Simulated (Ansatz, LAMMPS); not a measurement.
**Glassy 40SiO2-28Al2O3-16Li2O-16SrO (mol %) (85 atoms) under strain**

Aim: relax glassy 40SiO2-28Al2O3-16Li2O-16SrO (mol %) (85 atoms), then change its volume and shape to read moduli from the stress.

Method: Kohn-Sham DFT, PBEsol, PAW (set soft_2), plane waves, in Ansatz 0.2.0.

**1. Set-up**

The cell holds 85 atoms: 10 Si, 14 Al, 8 Li, 4 Sr and 49 O. Its edges and angles: a = 9.775 Å, b = 9.775 Å, c = 9.775 Å, α = 90.0°, β = 90.0°, γ = 90.0°. 85 atoms (10 Si, 14 Al, 8 Li, 4 Sr, 49 O) placed at random at 3.29 g/cm³, melted at 4000 K for 10 ps at fixed volume with the Morse and Coulomb pair potential with partial charges (Pedone, Malavasi, Menziani, Cormack and Segre, J. Phys. Chem. B 110, 11780 (2006)). Quenched from 4000 K to 300 K at 6 K/ps and fixed volume, held 5 ps, then minimised at fixed cell.

Limits known from the start: The quench rate of 6 K/ps far exceeds what a furnace or splat quench reaches, so expect more defects and frozen-in strain than in a real sample. The network of bonds at the start is that of the classical potential that made the cell, and needn't be the one that DFT or experiment would give. The Brillouin zone is sampled at Γ only.

**2. Single point at the start**

The forces at the start show how far the geometry lies from a minimum of this functional.

File input.yaml:

```yaml
crystal:
  lattice:
    - [9.7755, 0.0, 0.0]
    - [0.0, 9.7755, 0.0]
    - [0.0, 0.0, 9.7755]
  atoms:
    - { symbol: Si, position: [0.03164, 0.89203, 0.39529] }
    - { symbol: Si, position: [0.84581, 0.77564, 0.01527] }
    - { symbol: Si, position: [0.9884, 0.2582, 0.17285] }
    - { symbol: Si, position: [0.50831, 0.12704, 0.33796] }
    - { symbol: Si, position: [0.96114, 0.16831, 0.77031] }
    - { symbol: Si, position: [0.73486, 0.05985, 0.11333] }
    - { symbol: Si, position: [0.58634, 0.57688, 0.61688] }
    - { symbol: Si, position: [0.49987, 0.95882, 0.95236] }
    - { symbol: Si, position: [0.36872, 0.24214, 0.69051] }
    - { symbol: Si, position: [0.44944, 0.68501, 0.08405] }
    - { symbol: Al, position: [0.55561, 0.39328, 0.16048] }
    - { symbol: Al, position: [0.65156, 0.12605, 0.61048] }
    - { symbol: Al, position: [0.65753, 0.32124, 0.83152] }
    - { symbol: Al, position: [0.28231, 0.23677, 0.18056] }
    - { symbol: Al, position: [0.16931, 0.70995, 0.95451] }
    - { symbol: Al, position: [0.99708, 0.60937, 0.56934] }
    - { symbol: Al, position: [0.33974, 0.4473, 0.93838] }
    - { symbol: Al, position: [0.80206, 0.46858, 0.07169] }
    - { symbol: Al, position: [0.30816, 0.91984, 0.20684] }
    - { symbol: Al, position: [0.90276, 0.17118, 0.46259] }
    - { symbol: Al, position: [0.74684, 0.4087, 0.41414] }
    - { symbol: Al, position: [0.03302, 0.44534, 0.88269] }
    - { symbol: Al, position: [0.77941, 0.82928, 0.69819] }
    - { symbol: Al, position: [0.07815, 0.87998, 0.71026] }
    - { symbol: Li, position: [0.03806, 0.97648, 0.10406] }
    - { symbol: Li, position: [0.39549, 0.72933, 0.78972] }
    - { symbol: Li, position: [0.13892, 0.36448, 0.45021] }
    - { symbol: Li, position: [0.85062, 0.44767, 0.70106] }
    - { symbol: Li, position: [0.2072, 0.10794, 0.9171] }
    - { symbol: Li, position: [0.18313, 0.12323, 0.55244] }
    - { symbol: Li, position: [0.67916, 0.60404, 0.88108] }
    - { symbol: Li, position: [0.24424, 0.53328, 0.66049] }
    - { symbol: Sr, position: [0.367, 0.51193, 0.40075] }
    - { symbol: Sr, position: [0.68596, 0.76829, 0.33668] }
    - { symbol: Sr, position: [0.07969, 0.5956, 0.2384] }
    - { symbol: Sr, position: [0.38052, 0.87428, 0.5739] }
    - { symbol: O, position: [0.12281, 0.92006, 0.53496] }
    - { symbol: O, position: [0.53881, 0.21934, 0.72104] }
    - { symbol: O, position: [0.33861, 0.36833, 0.78822] }
    - { symbol: O, position: [0.94763, 0.76564, 0.66076] }
    - { symbol: O, position: [0.85153, 0.17206, 0.11736] }
    - { symbol: O, position: [0.81939, 0.91786, 0.09931] }
    - { symbol: O, position: [0.75602, 0.99188, 0.63952] }
    - { symbol: O, position: [0.5132, 0.28289, 0.2923] }
    - { symbol: O, position: [0.3832, 0.326, 0.05945] }
    - { symbol: O, position: [0.42048, 0.82616, 0.31165] }
    - { symbol: O, position: [0.17818, 0.52951, 0.95637] }
    - { symbol: O, position: [0.21686, 0.37566, 0.26172] }
    - { symbol: O, position: [0.00074, 0.01174, 0.80621] }
    - { symbol: O, position: [0.35586, 0.09201, 0.27519] }
    - { symbol: O, position: [0.43034, 0.6175, 0.6308] }
    - { symbol: O, position: [0.28824, 0.10811, 0.7285] }
    - { symbol: O, position: [0.13828, 0.90059, 0.26743] }
    - { symbol: O, position: [0.67069, 0.71678, 0.61327] }
    - { symbol: O, position: [0.5358, 0.81913, 0.05403] }
    - { symbol: O, position: [0.49584, 0.90256, 0.80676] }
    - { symbol: O, position: [0.63468, 0.06077, 0.24591] }
    - { symbol: O, position: [0.64137, 0.47335, 0.73055] }
    - { symbol: O, position: [0.73471, 0.41918, 0.238] }
    - { symbol: O, position: [0.35707, 0.9987, 0.02732] }
    - { symbol: O, position: [0.28935, 0.73734, 0.09061] }
    - { symbol: O, position: [0.31892, 0.28504, 0.5425] }
    - { symbol: O, position: [0.05022, 0.26815, 0.86334] }
    - { symbol: O, position: [0.9967, 0.18702, 0.60993] }
    - { symbol: O, position: [0.92533, 0.01531, 0.38862] }
    - { symbol: O, position: [0.60695, 0.50462, 0.47253] }
    - { symbol: O, position: [0.62239, 0.06464, 0.99006] }
    - { symbol: O, position: [0.78294, 0.65038, 0.0996] }
    - { symbol: O, position: [0.97111, 0.40392, 0.10364] }
    - { symbol: O, position: [0.86028, 0.49776, 0.8993] }
    - { symbol: O, position: [0.15112, 0.60198, 0.48479] }
    - { symbol: O, position: [0.00931, 0.75589, 0.01075] }
    - { symbol: O, position: [0.52538, 0.07547, 0.48828] }
    - { symbol: O, position: [0.77509, 0.78924, 0.87148] }
    - { symbol: O, position: [0.74147, 0.24075, 0.49339] }
    - { symbol: O, position: [0.9704, 0.27088, 0.33462] }
    - { symbol: O, position: [0.19879, 0.78796, 0.80223] }
    - { symbol: O, position: [0.87265, 0.4968, 0.50446] }
    - { symbol: O, position: [0.49323, 0.56523, 0.18074] }
    - { symbol: O, position: [0.04958, 0.50877, 0.71582] }
    - { symbol: O, position: [0.94393, 0.7578, 0.38129] }
    - { symbol: O, position: [0.80513, 0.22855, 0.78718] }
    - { symbol: O, position: [0.11928, 0.16756, 0.12871] }
    - { symbol: O, position: [0.64557, 0.37765, 0.00068] }
    - { symbol: O, position: [0.44242, 0.59849, 0.93941] }
kpoints:
  mp_grid: { grid: [1, 1, 1] }
hamiltonian:
  xc: pbesol
scf:
  occupations: { method: fixed }
output:
  forces: true
```

Run with:

```sh
$ ansatz run input.yaml --threads 4 --pin off --max-ram 8192MiB --backend cpu --events-out ev --progress --plain --runs-dir out
```

Output:

```text
[...]
Pseudopotentials: kind: paw
Pseudopotential: Si, paw, valence charge 4, recommended cutoff 420 eV (normal), Si.paw.azcp
Pseudopotential: Al, paw, valence charge 3, recommended cutoff 420 eV (normal), Al.paw.azcp
Pseudopotential: Li, paw, valence charge 3, recommended cutoff 420 eV (normal), Li.paw.azcp
Pseudopotential: Sr, paw, valence charge 10, recommended cutoff 420 eV (normal), Sr.paw.azcp
Pseudopotential: O, paw, valence charge 6, recommended cutoff 420 eV (normal), O.paw.azcp
[...]
Crystal: 85 atoms, lattice volume = 934.151 Å³
Basis set: ecut = 420 eV, 18277 PW (Γ), exchange–correlation on 144×144×144 points (8 copies of the dense FFT grid, shifted against one another)
Bands: 305, of which v1, the nominal top of the filled ones, is band 220 counted from 1 (219 counted from 0)
Symmetry: 1 space group operations
Space group: P1 (ITA 1), of the structure as read, at distance tolerance 9.8e-5 Å
k-points: 1
[...]
Initial density: superposition of atomic densities (neutral atoms: chi_scale 0, normalization atom), corrected by the library's trained network
Initial wavefunctions: pseudopotential atomic-orbital guess
[...]
SCF iter   1: F=—  HF=-56741.764362 eV  |F-HF|=—  |Δ(HF+E_count)|=         —  Δρ=1.28e-2  dr2=1.23e0  ethr=1.77e-3  ⟨swp⟩=7.0  Hψ=1062  notcnv=0  defer=82
preconditioner: auto → Resta (q_TF=auto, 2.407 Å⁻¹)  ε∞=3.4  [insulator: Δε(μ)=3.619 eV  Ē_g=16.016 eV  n_scr=250 (ndim 8)  ℏωp=24.8 eV  f_vac=0.018  ε∞_Penn≈3.4]
SCF iter   2: F=—  HF=-56741.420984 eV  |F-HF|=—  |Δ(HF+E_count)|=   3.43e-1  Δρ=2.17e-3  dr2=2.78e-2  ethr=2.79e-4  ⟨swp⟩=3.0  Hψ=463  notcnv=0  defer=83
SCF iter   3: F=—  HF=-56741.419320 eV  |F-HF|=—  |Δ(HF+E_count)|=   1.66e-3  Δρ=1.02e-3  dr2=9.67e-3  ethr=6.31e-6  ⟨swp⟩=3.0  Hψ=395  notcnv=0  defer=64
automatic band count: iteration 3 solves 286 bands in place of 305: the levels show a gap, and the empty bands left out lie too high to hold charge; the band table lists the bands solved (type scf.n_extra_bands for more)
SCF iter   4: F=—  HF=-56741.419883 eV  |F-HF|=—  |Δ(HF+E_count)|=   5.63e-4  Δρ=7.57e-4  dr2=4.68e-3  ethr=2.20e-6  ⟨swp⟩=3.0  Hψ=395  notcnv=0  defer=64
SCF iter   5: F=—  HF=-56741.419015 eV  |F-HF|=—  |Δ(HF+E_count)|=   8.67e-4  Δρ=1.34e-4  dr2=1.98e-4  ethr=1.06e-6  ⟨swp⟩=3.0  Hψ=395  notcnv=0  defer=64
[...]
SCF iter   9: F=—  HF=-56741.420072 eV  |F-HF|=—  |Δ(HF+E_count)|=   1.83e-7  Δρ=3.58e-6  dr2=1.03e-7  ethr=2.27e-11  ⟨swp⟩=5.0  Hψ=903  notcnv=0
SCF iter  10: F=-56741.420072 eV  HF=-56741.420072 eV  |F-HF|=2.87e-9  |Δ(HF+E_count)|=   1.17e-8  Δρ=9.20e-7  dr2=7.88e-9  ethr=2.27e-11  ⟨swp⟩=4.0  Hψ=780  notcnv=0
SCF 1 converged in 10 iterations: F = -56741.420072 eV  dr2 = 7.88e-9
[...]
SCF converged after 10 iterations
Free energy (F): -56741.420072 eV
Harris-Foulkes:  -56741.420072 eV  (|F-HF|=2.87e-9)
Internal energy: -56741.420072 eV  (E = F + TS)
E sigma→0 (E₀):  -56741.420072 eV
Fermi energy:    5.910839 eV
--- Per-component energies (eV) ---
[...]
Σ components = -56741.420072   (vs F -56741.420072, Δ=0.00e0)
--- Forces (eV/Å), atoms counted from 1 ---
  atom   1  Si     0.22832683     0.78891067     0.38217738
  atom   2  Si    -0.05400369    -0.05745880    -0.66071007
  atom   3  Si    -0.31035733    -0.97375204     0.44440626
  atom   4  Si     0.48250999    -0.11879271    -1.98709772
[...]
atom  85  O      0.16790217    -0.08794192    -1.24524802
  max |Σ_I F_I| component: 6.59e-5 eV/Å
```

Run time: 10 s. Hardware: 4 threads of Intel Xeon Platinum 8488C (Sapphire Rapids), shared host; peak memory 1.3 GiB.

The column dr2 measures how far the density is from self-consistency, as an energy; F and HF (Harris–Foulkes) agree once it is small.

The r.m.s. force at the start is 0.77 eV/Å.

**3. Cell and atoms relaxed**

The cell is relaxed with the atoms, since the starting lattice needn't suit this functional.

File input.yaml:

```yaml
crystal:
  lattice:
    - [9.7755, 0.0, 0.0]
    - [0.0, 9.7755, 0.0]
    - [0.0, 0.0, 9.7755]
  atoms:
    [... the 85 atom lines of step 2 ...]
kpoints:
  mp_grid: { grid: [1, 1, 1] }
hamiltonian:
  xc: pbesol
scf:
  occupations: { method: fixed }
output:
  forces: true
relax:
  f_tol: 0.05
  max_steps: 150
  cell: {}
```

Output:

```text
[...]
Crystal: 85 atoms, lattice volume = 934.151 Å³
Basis set: ecut = 420 eV, 18277 PW (Γ), exchange–correlation on 144×144×144 points (8 copies of the dense FFT grid, shifted against one another)
Bands: 305, of which v1, the nominal top of the filled ones, is band 220 counted from 1 (219 counted from 0)
Symmetry: 1 space group operations
[...]
k-points: 1
[...]
SCF iter   1: F=—  HF=-56741.764364 eV  |F-HF|=—  |Δ(HF+E_count)|=         —  Δρ=1.28e-2  dr2=1.23e0  ethr=1.77e-3  ⟨swp⟩=7.0  Hψ=1062  notcnv=0  defer=82
[...]
SCF iter   5: F=—  HF=-56741.419009 eV  |F-HF|=—  |Δ(HF+E_count)|=   8.72e-4  Δρ=1.34e-4  dr2=1.98e-4  ethr=1.06e-6  ⟨swp⟩=3.0  Hψ=395  notcnv=0  defer=64
[...]
SCF iter   9: F=—  HF=-56741.420072 eV  |F-HF|=—  |Δ(HF+E_count)|=   1.83e-7  Δρ=3.58e-6  dr2=1.03e-7  ethr=2.27e-11  ⟨swp⟩=5.0  Hψ=903  notcnv=0
SCF iter  10: F=-56741.420072 eV  HF=-56741.420072 eV  |F-HF|=2.87e-9  |Δ(HF+E_count)|=   1.16e-8  Δρ=9.20e-7  dr2=7.89e-9  ethr=2.27e-11  ⟨swp⟩=4.0  Hψ=780  notcnv=0
SCF 1 converged in 10 iterations: F = -56741.420072 eV  dr2 = 7.89e-9
[...]
relax step   1: F+E_penalty+E_count = -56741.42007166 eV  Δ(F+E_penalty+E_count) = +0.000e0 eV  max|allowed force component| = 3.190e0 eV/Å  Δτ_max = 0.0000 Å  P = +5.103 GPa  Ω = 934.151 Å³  (10 SCF iters, dr2 threshold 1.00e-7 eV, accepted)
[... from here on, the SCF cycles and remarks between the steps are left out ...]
relax step   2: F+E_penalty+E_count = -56743.55569170 eV  Δ(F+E_penalty+E_count) = -2.136e0 eV  max|allowed force component| = 1.543e0 eV/Å  Δτ_max = 0.1949 Å  P = +3.473 GPa  Ω = 933.991 Å³  energy of the carried Pulay correction = +6.521e-4 eV  (8 SCF iters, dr2 threshold 8.50e-6 eV, accepted)
relax step   3: F+E_penalty+E_count = -56744.45529008 eV  Δ(F+E_penalty+E_count) = -8.996e-1 eV  max|allowed force component| = 8.521e-1 eV/Å  Δτ_max = 0.1546 Å  P = +0.398 GPa  Ω = 944.154 Å³  energy of the carried Pulay correction = -4.059e-2 eV  (8 SCF iters, dr2 threshold 8.50e-6 eV, accepted)
relax step   4: F+E_penalty+E_count = -56744.91802396 eV  Δ(F+E_penalty+E_count) = -4.627e-1 eV  max|allowed force component| = 4.910e-1 eV/Å  Δτ_max = 0.2000 Å  P = -0.287 GPa  Ω = 947.429 Å³  energy of the carried Pulay correction = -5.378e-2 eV  (8 SCF iters, dr2 threshold 8.50e-6 eV, accepted)
relax step   5: F+E_penalty+E_count = -56745.06954475 eV  Δ(F+E_penalty+E_count) = -1.515e-1 eV  max|allowed force component| = 3.484e-1 eV/Å  Δτ_max = 0.0649 Å  P = -0.285 GPa  Ω = 949.202 Å³  energy of the carried Pulay correction = -6.091e-2 eV  (7 SCF iters, dr2 threshold 8.50e-6 eV, accepted)
relax step   6: F+E_penalty+E_count = -56745.22180195 eV  Δ(F+E_penalty+E_count) = -1.523e-1 eV  max|allowed force component| = 1.937e-1 eV/Å  Δτ_max = 0.2000 Å  P = +0.173 GPa  Ω = 952.115 Å³  energy of the carried Pulay correction = -7.258e-2 eV  (8 SCF iters, dr2 threshold 7.59e-6 eV, accepted)
relax step   7: F+E_penalty+E_count = -56745.25637468 eV  Δ(F+E_penalty+E_count) = -3.457e-2 eV  max|allowed force component| = 2.158e-1 eV/Å  Δτ_max = 0.0724 Å  P = +0.058 GPa  Ω = 955.191 Å³  energy of the carried Pulay correction = -8.487e-2 eV  (7 SCF iters, dr2 threshold 2.35e-6 eV, accepted)
relax step   8: F+E_penalty+E_count = -56745.29753177 eV  Δ(F+E_penalty+E_count) = -4.116e-2 eV  max|allowed force component| = 2.248e-1 eV/Å  Δτ_max = 0.2000 Å  P = +0.089 GPa  Ω = 957.371 Å³  energy of the carried Pulay correction = -9.355e-2 eV  (7 SCF iters, dr2 threshold 2.91e-6 eV, accepted)
relax step   9: F+E_penalty+E_count = -56745.31076655 eV  Δ(F+E_penalty+E_count) = -1.323e-2 eV  max|allowed force component| = 9.320e-2 eV/Å  Δτ_max = 0.0501 Å  P = -0.029 GPa  Ω = 958.445 Å³  energy of the carried Pulay correction = -9.782e-2 eV  (6 SCF iters, dr2 threshold 3.16e-6 eV, accepted)
relax step  10: F+E_penalty+E_count = -56745.33137394 eV  Δ(F+E_penalty+E_count) = -2.061e-2 eV  max|allowed force component| = 1.476e-1 eV/Å  Δτ_max = 0.2000 Å  P = -0.011 GPa  Ω = 958.757 Å³  energy of the carried Pulay correction = -9.906e-2 eV  (8 SCF iters, dr2 threshold 5.43e-7 eV, accepted)
relax step  11: F+E_penalty+E_count = -56745.34031740 eV  Δ(F+E_penalty+E_count) = -8.943e-3 eV  max|allowed force component| = 1.456e-1 eV/Å  Δτ_max = 0.1295 Å  P = +0.004 GPa  Ω = 959.257 Å³  energy of the carried Pulay correction = -1.011e-1 eV  (7 SCF iters, dr2 threshold 1.36e-6 eV, accepted)
relax step  12: F+E_penalty+E_count = -56745.34956616 eV  Δ(F+E_penalty+E_count) = -9.249e-3 eV  max|allowed force component| = 1.014e-1 eV/Å  Δτ_max = 0.0740 Å  P = +0.011 GPa  Ω = 959.395 Å³  energy of the carried Pulay correction = -1.016e-1 eV  (7 SCF iters, dr2 threshold 1.32e-6 eV, accepted)
[...]
relax step  20: F+E_penalty+E_count = -56745.46397826 eV  Δ(F+E_penalty+E_count) = -3.236e-2 eV  max|allowed force component| = 2.992e-1 eV/Å  Δτ_max = 0.1927 Å  P = -0.044 GPa  Ω = 958.186 Å³  energy of the carried Pulay correction = -9.680e-2 eV  (7 SCF iters, dr2 threshold 1.88e-6 eV, accepted)
relax step  21: F+E_penalty+E_count = -56745.50141964 eV  Δ(F+E_penalty+E_count) = -3.744e-2 eV  max|allowed force component| = 4.027e-1 eV/Å  Δτ_max = 0.1941 Å  P = -0.028 GPa  Ω = 957.545 Å³  energy of the carried Pulay correction = -9.425e-2 eV  (6 SCF iters, dr2 threshold 5.59e-6 eV, accepted)
relax step  22: F+E_penalty+E_count = -56745.58628210 eV  Δ(F+E_penalty+E_count) = -8.486e-2 eV  max|allowed force component| = 2.723e-1 eV/Å  Δτ_max = 0.1930 Å  P = +0.119 GPa  Ω = 956.177 Å³  energy of the carried Pulay correction = -8.880e-2 eV  (6 SCF iters, dr2 threshold 8.50e-6 eV, accepted)
relax step  23: F+E_penalty+E_count = -56745.64151983 eV  Δ(F+E_penalty+E_count) = -5.524e-2 eV  max|allowed force component| = 2.322e-1 eV/Å  Δτ_max = 0.1959 Å  P = -0.076 GPa  Ω = 956.803 Å³  energy of the carried Pulay correction = -9.129e-2 eV  (7 SCF iters, dr2 threshold 4.63e-6 eV, accepted)
relax step  24: F+E_penalty+E_count = -56745.63592466 eV  Δ(F+E_penalty+E_count) = +5.595e-3 eV  max|allowed force component| = 9.727e-1 eV/Å  Δτ_max = 0.1827 Å  P = +0.079 GPa  Ω = 953.906 Å³  energy of the carried Pulay correction = -7.974e-2 eV  (8 SCF iters, dr2 threshold 3.37e-6 eV, rejected (line search))
relax step  25: F+E_penalty+E_count = -56745.69234814 eV  Δ(F+E_penalty+E_count) = -5.083e-2 eV  max|allowed force component| = 1.915e-1 eV/Å  Δτ_max = 0.0890 Å  P = +0.045 GPa  Ω = 955.592 Å³  energy of the carried Pulay correction = -8.647e-2 eV  (11 SCF iters, accepted)
relax step  26: F+E_penalty+E_count = -56745.71191777 eV  Δ(F+E_penalty+E_count) = -1.957e-2 eV  max|allowed force component| = 1.891e-1 eV/Å  Δτ_max = 0.1000 Å  P = -0.027 GPa  Ω = 954.663 Å³  energy of the carried Pulay correction = -8.276e-2 eV  (7 SCF iters, dr2 threshold 2.29e-6 eV, accepted)
relax step  27: F+E_penalty+E_count = -56745.72305153 eV  Δ(F+E_penalty+E_count) = -1.113e-2 eV  max|allowed force component| = 1.110e-1 eV/Å  Δτ_max = 0.0725 Å  P = -0.013 GPa  Ω = 953.692 Å³  energy of the carried Pulay correction = -7.889e-2 eV  (7 SCF iters, dr2 threshold 2.23e-6 eV, accepted)
relax step  28: F+E_penalty+E_count = -56745.71637933 eV  Δ(F+E_penalty+E_count) = +6.672e-3 eV  max|allowed force component| = 1.102e-1 eV/Å  Δτ_max = 0.1500 Å  P = -0.005 GPa  Ω = 952.695 Å³  energy of the carried Pulay correction = -7.490e-2 eV  (8 SCF iters, dr2 threshold 7.70e-7 eV, rejected (line search))
relax step  29: F+E_penalty+E_count = -56745.73139141 eV  Δ(F+E_penalty+E_count) = -8.340e-3 eV  max|allowed force component| = 4.222e-2 eV/Å  Δτ_max = 0.0568 Å  P = +0.008 GPa  Ω = 953.770 Å³  energy of the carried Pulay correction = -7.920e-2 eV  (11 SCF iters, accepted)
relax step  30: F+E_penalty+E_count = -56745.85014372 eV  Δ(F+E_penalty+E_count) = -1.188e-1 eV  max|allowed force component| = 4.274e-2 eV/Å  Δτ_max = 0.0000 Å  P = +0.216 GPa  Ω = 953.770 Å³  stress off target by 4.49e-1 GPa  SCF on the basis re-selected at this cell (its energy is not comparable with the rows above)  (7 SCF iters)
relax step  31: F+E_penalty+E_count = -56745.84306814 eV  Δ(F+E_penalty+E_count) = +7.076e-3 eV  max|allowed force component| = 6.615e-2 eV/Å  Δτ_max = 0.0110 Å  P = -0.080 GPa  Ω = 956.585 Å³  energy of the carried Pulay correction = -1.146e-2 eV  (7 SCF iters, dr2 threshold 5.04e-7 eV, accepted)
relax step  32: F+E_penalty+E_count = -56745.82984824 eV  Δ(F+E_penalty+E_count) = +1.322e-2 eV  max|allowed force component| = 1.615e-1 eV/Å  Δτ_max = 0.1500 Å  P = +0.033 GPa  Ω = 958.722 Å³  energy of the carried Pulay correction = -2.036e-2 eV  (8 SCF iters, dr2 threshold 2.73e-7 eV, rejected (line search))
relax step  33: F+E_penalty+E_count = -56745.84228511 eV  Δ(F+E_penalty+E_count) = +7.830e-4 eV  max|allowed force component| = 2.632e-2 eV/Å  Δτ_max = 0.0670 Å  P = -0.021 GPa  Ω = 957.683 Å³  energy of the carried Pulay correction = -1.604e-2 eV  (11 SCF iters, accepted)
relax step  34: F+E_penalty+E_count = -56745.85759912 eV  Δ(F+E_penalty+E_count) = -1.531e-2 eV  max|allowed force component| = 2.626e-2 eV/Å  Δτ_max = 0.0000 Å  P = -0.011 GPa  Ω = 957.683 Å³  stress off target by 2.36e-2 GPa  SCF on the basis re-selected at this cell (its energy is not comparable with the rows above)  (6 SCF iters)
[...]
SCF converged after 6 iterations
Free energy (F): -56745.857599 eV
[...]
Internal energy: -56745.857599 eV  (E = F + TS)
E sigma→0 (E₀):  -56745.857599 eV
Fermi energy:    5.478913 eV
[...]
Σ components = -56745.857599   (vs F -56745.857599, Δ=0.00e0)
--- Forces (eV/Å), atoms counted from 1 ---
  atom   1  Si     0.02626479     0.00065159     0.00384251
  atom   2  Si    -0.00981660    -0.00989075    -0.01660751
  atom   3  Si     0.00736394     0.00031087    -0.00572087
  atom   4  Si    -0.01652885     0.00798158     0.00186976
[...]
atom  85  O     -0.00417767     0.01096760    -0.00343048
  max |Σ_I F_I| component: 1.18e-5 eV/Å
--- Stress (GPa, compression-positive) ---
       -0.013933       0.007273      -0.011989
        0.007276      -0.012888      -0.005221
       -0.011994      -0.005212      -0.005993
  P = ⅓ Tr σ = -0.0109 GPa (-0.109 kbar)
--- Relaxed structure (32 steps of the walk, 28 accepted, 2 SCFs on fresh bases) ---
  F+E_penalty+E_count = -56745.85759912 eV   max|allowed force component| = 2.626e-2 eV/Å   (the final SCF, on the basis selected at the relaxed cell)
  cell:  # Å, volume = 957.6828 Å³
    - [9.763510, 0.088670, -0.170757]
    - [0.088670, 9.842843, -0.011820]
    - [-0.170757, -0.011820, 9.969222]
  atoms:
    - { symbol: Si, position: [0.042954, 0.888643, 0.406043] }
    - { symbol: Si, position: [0.846590, 0.773059, 0.021090] }
    - { symbol: Si, position: [0.979756, 0.243733, 0.175051] }
    - { symbol: Si, position: [0.510517, 0.134269, 0.342157] }
[...]
- { symbol: O, position: [0.407478, 0.596441, 0.944105] }
```

Elapsed: 2.3 min, on 4 threads; peak memory 1.3 GiB.

The relaxation converged after 32 steps, with a largest force component of 0.026 eV/Å.

(Part 1 of 4 ends here.)

[Long decimals in the printed logs are rounded to 6 places.]

[Logs are printed without paths, hosts, clocks, repeated set-up lines and the standing remarks that a program may print on its own settings, such as how far it seeks lower states.]

[Hosts, paths, dates, database ids (printed as entryN), source tags and the programs' standing remarks are cut or masked in the printed files.]
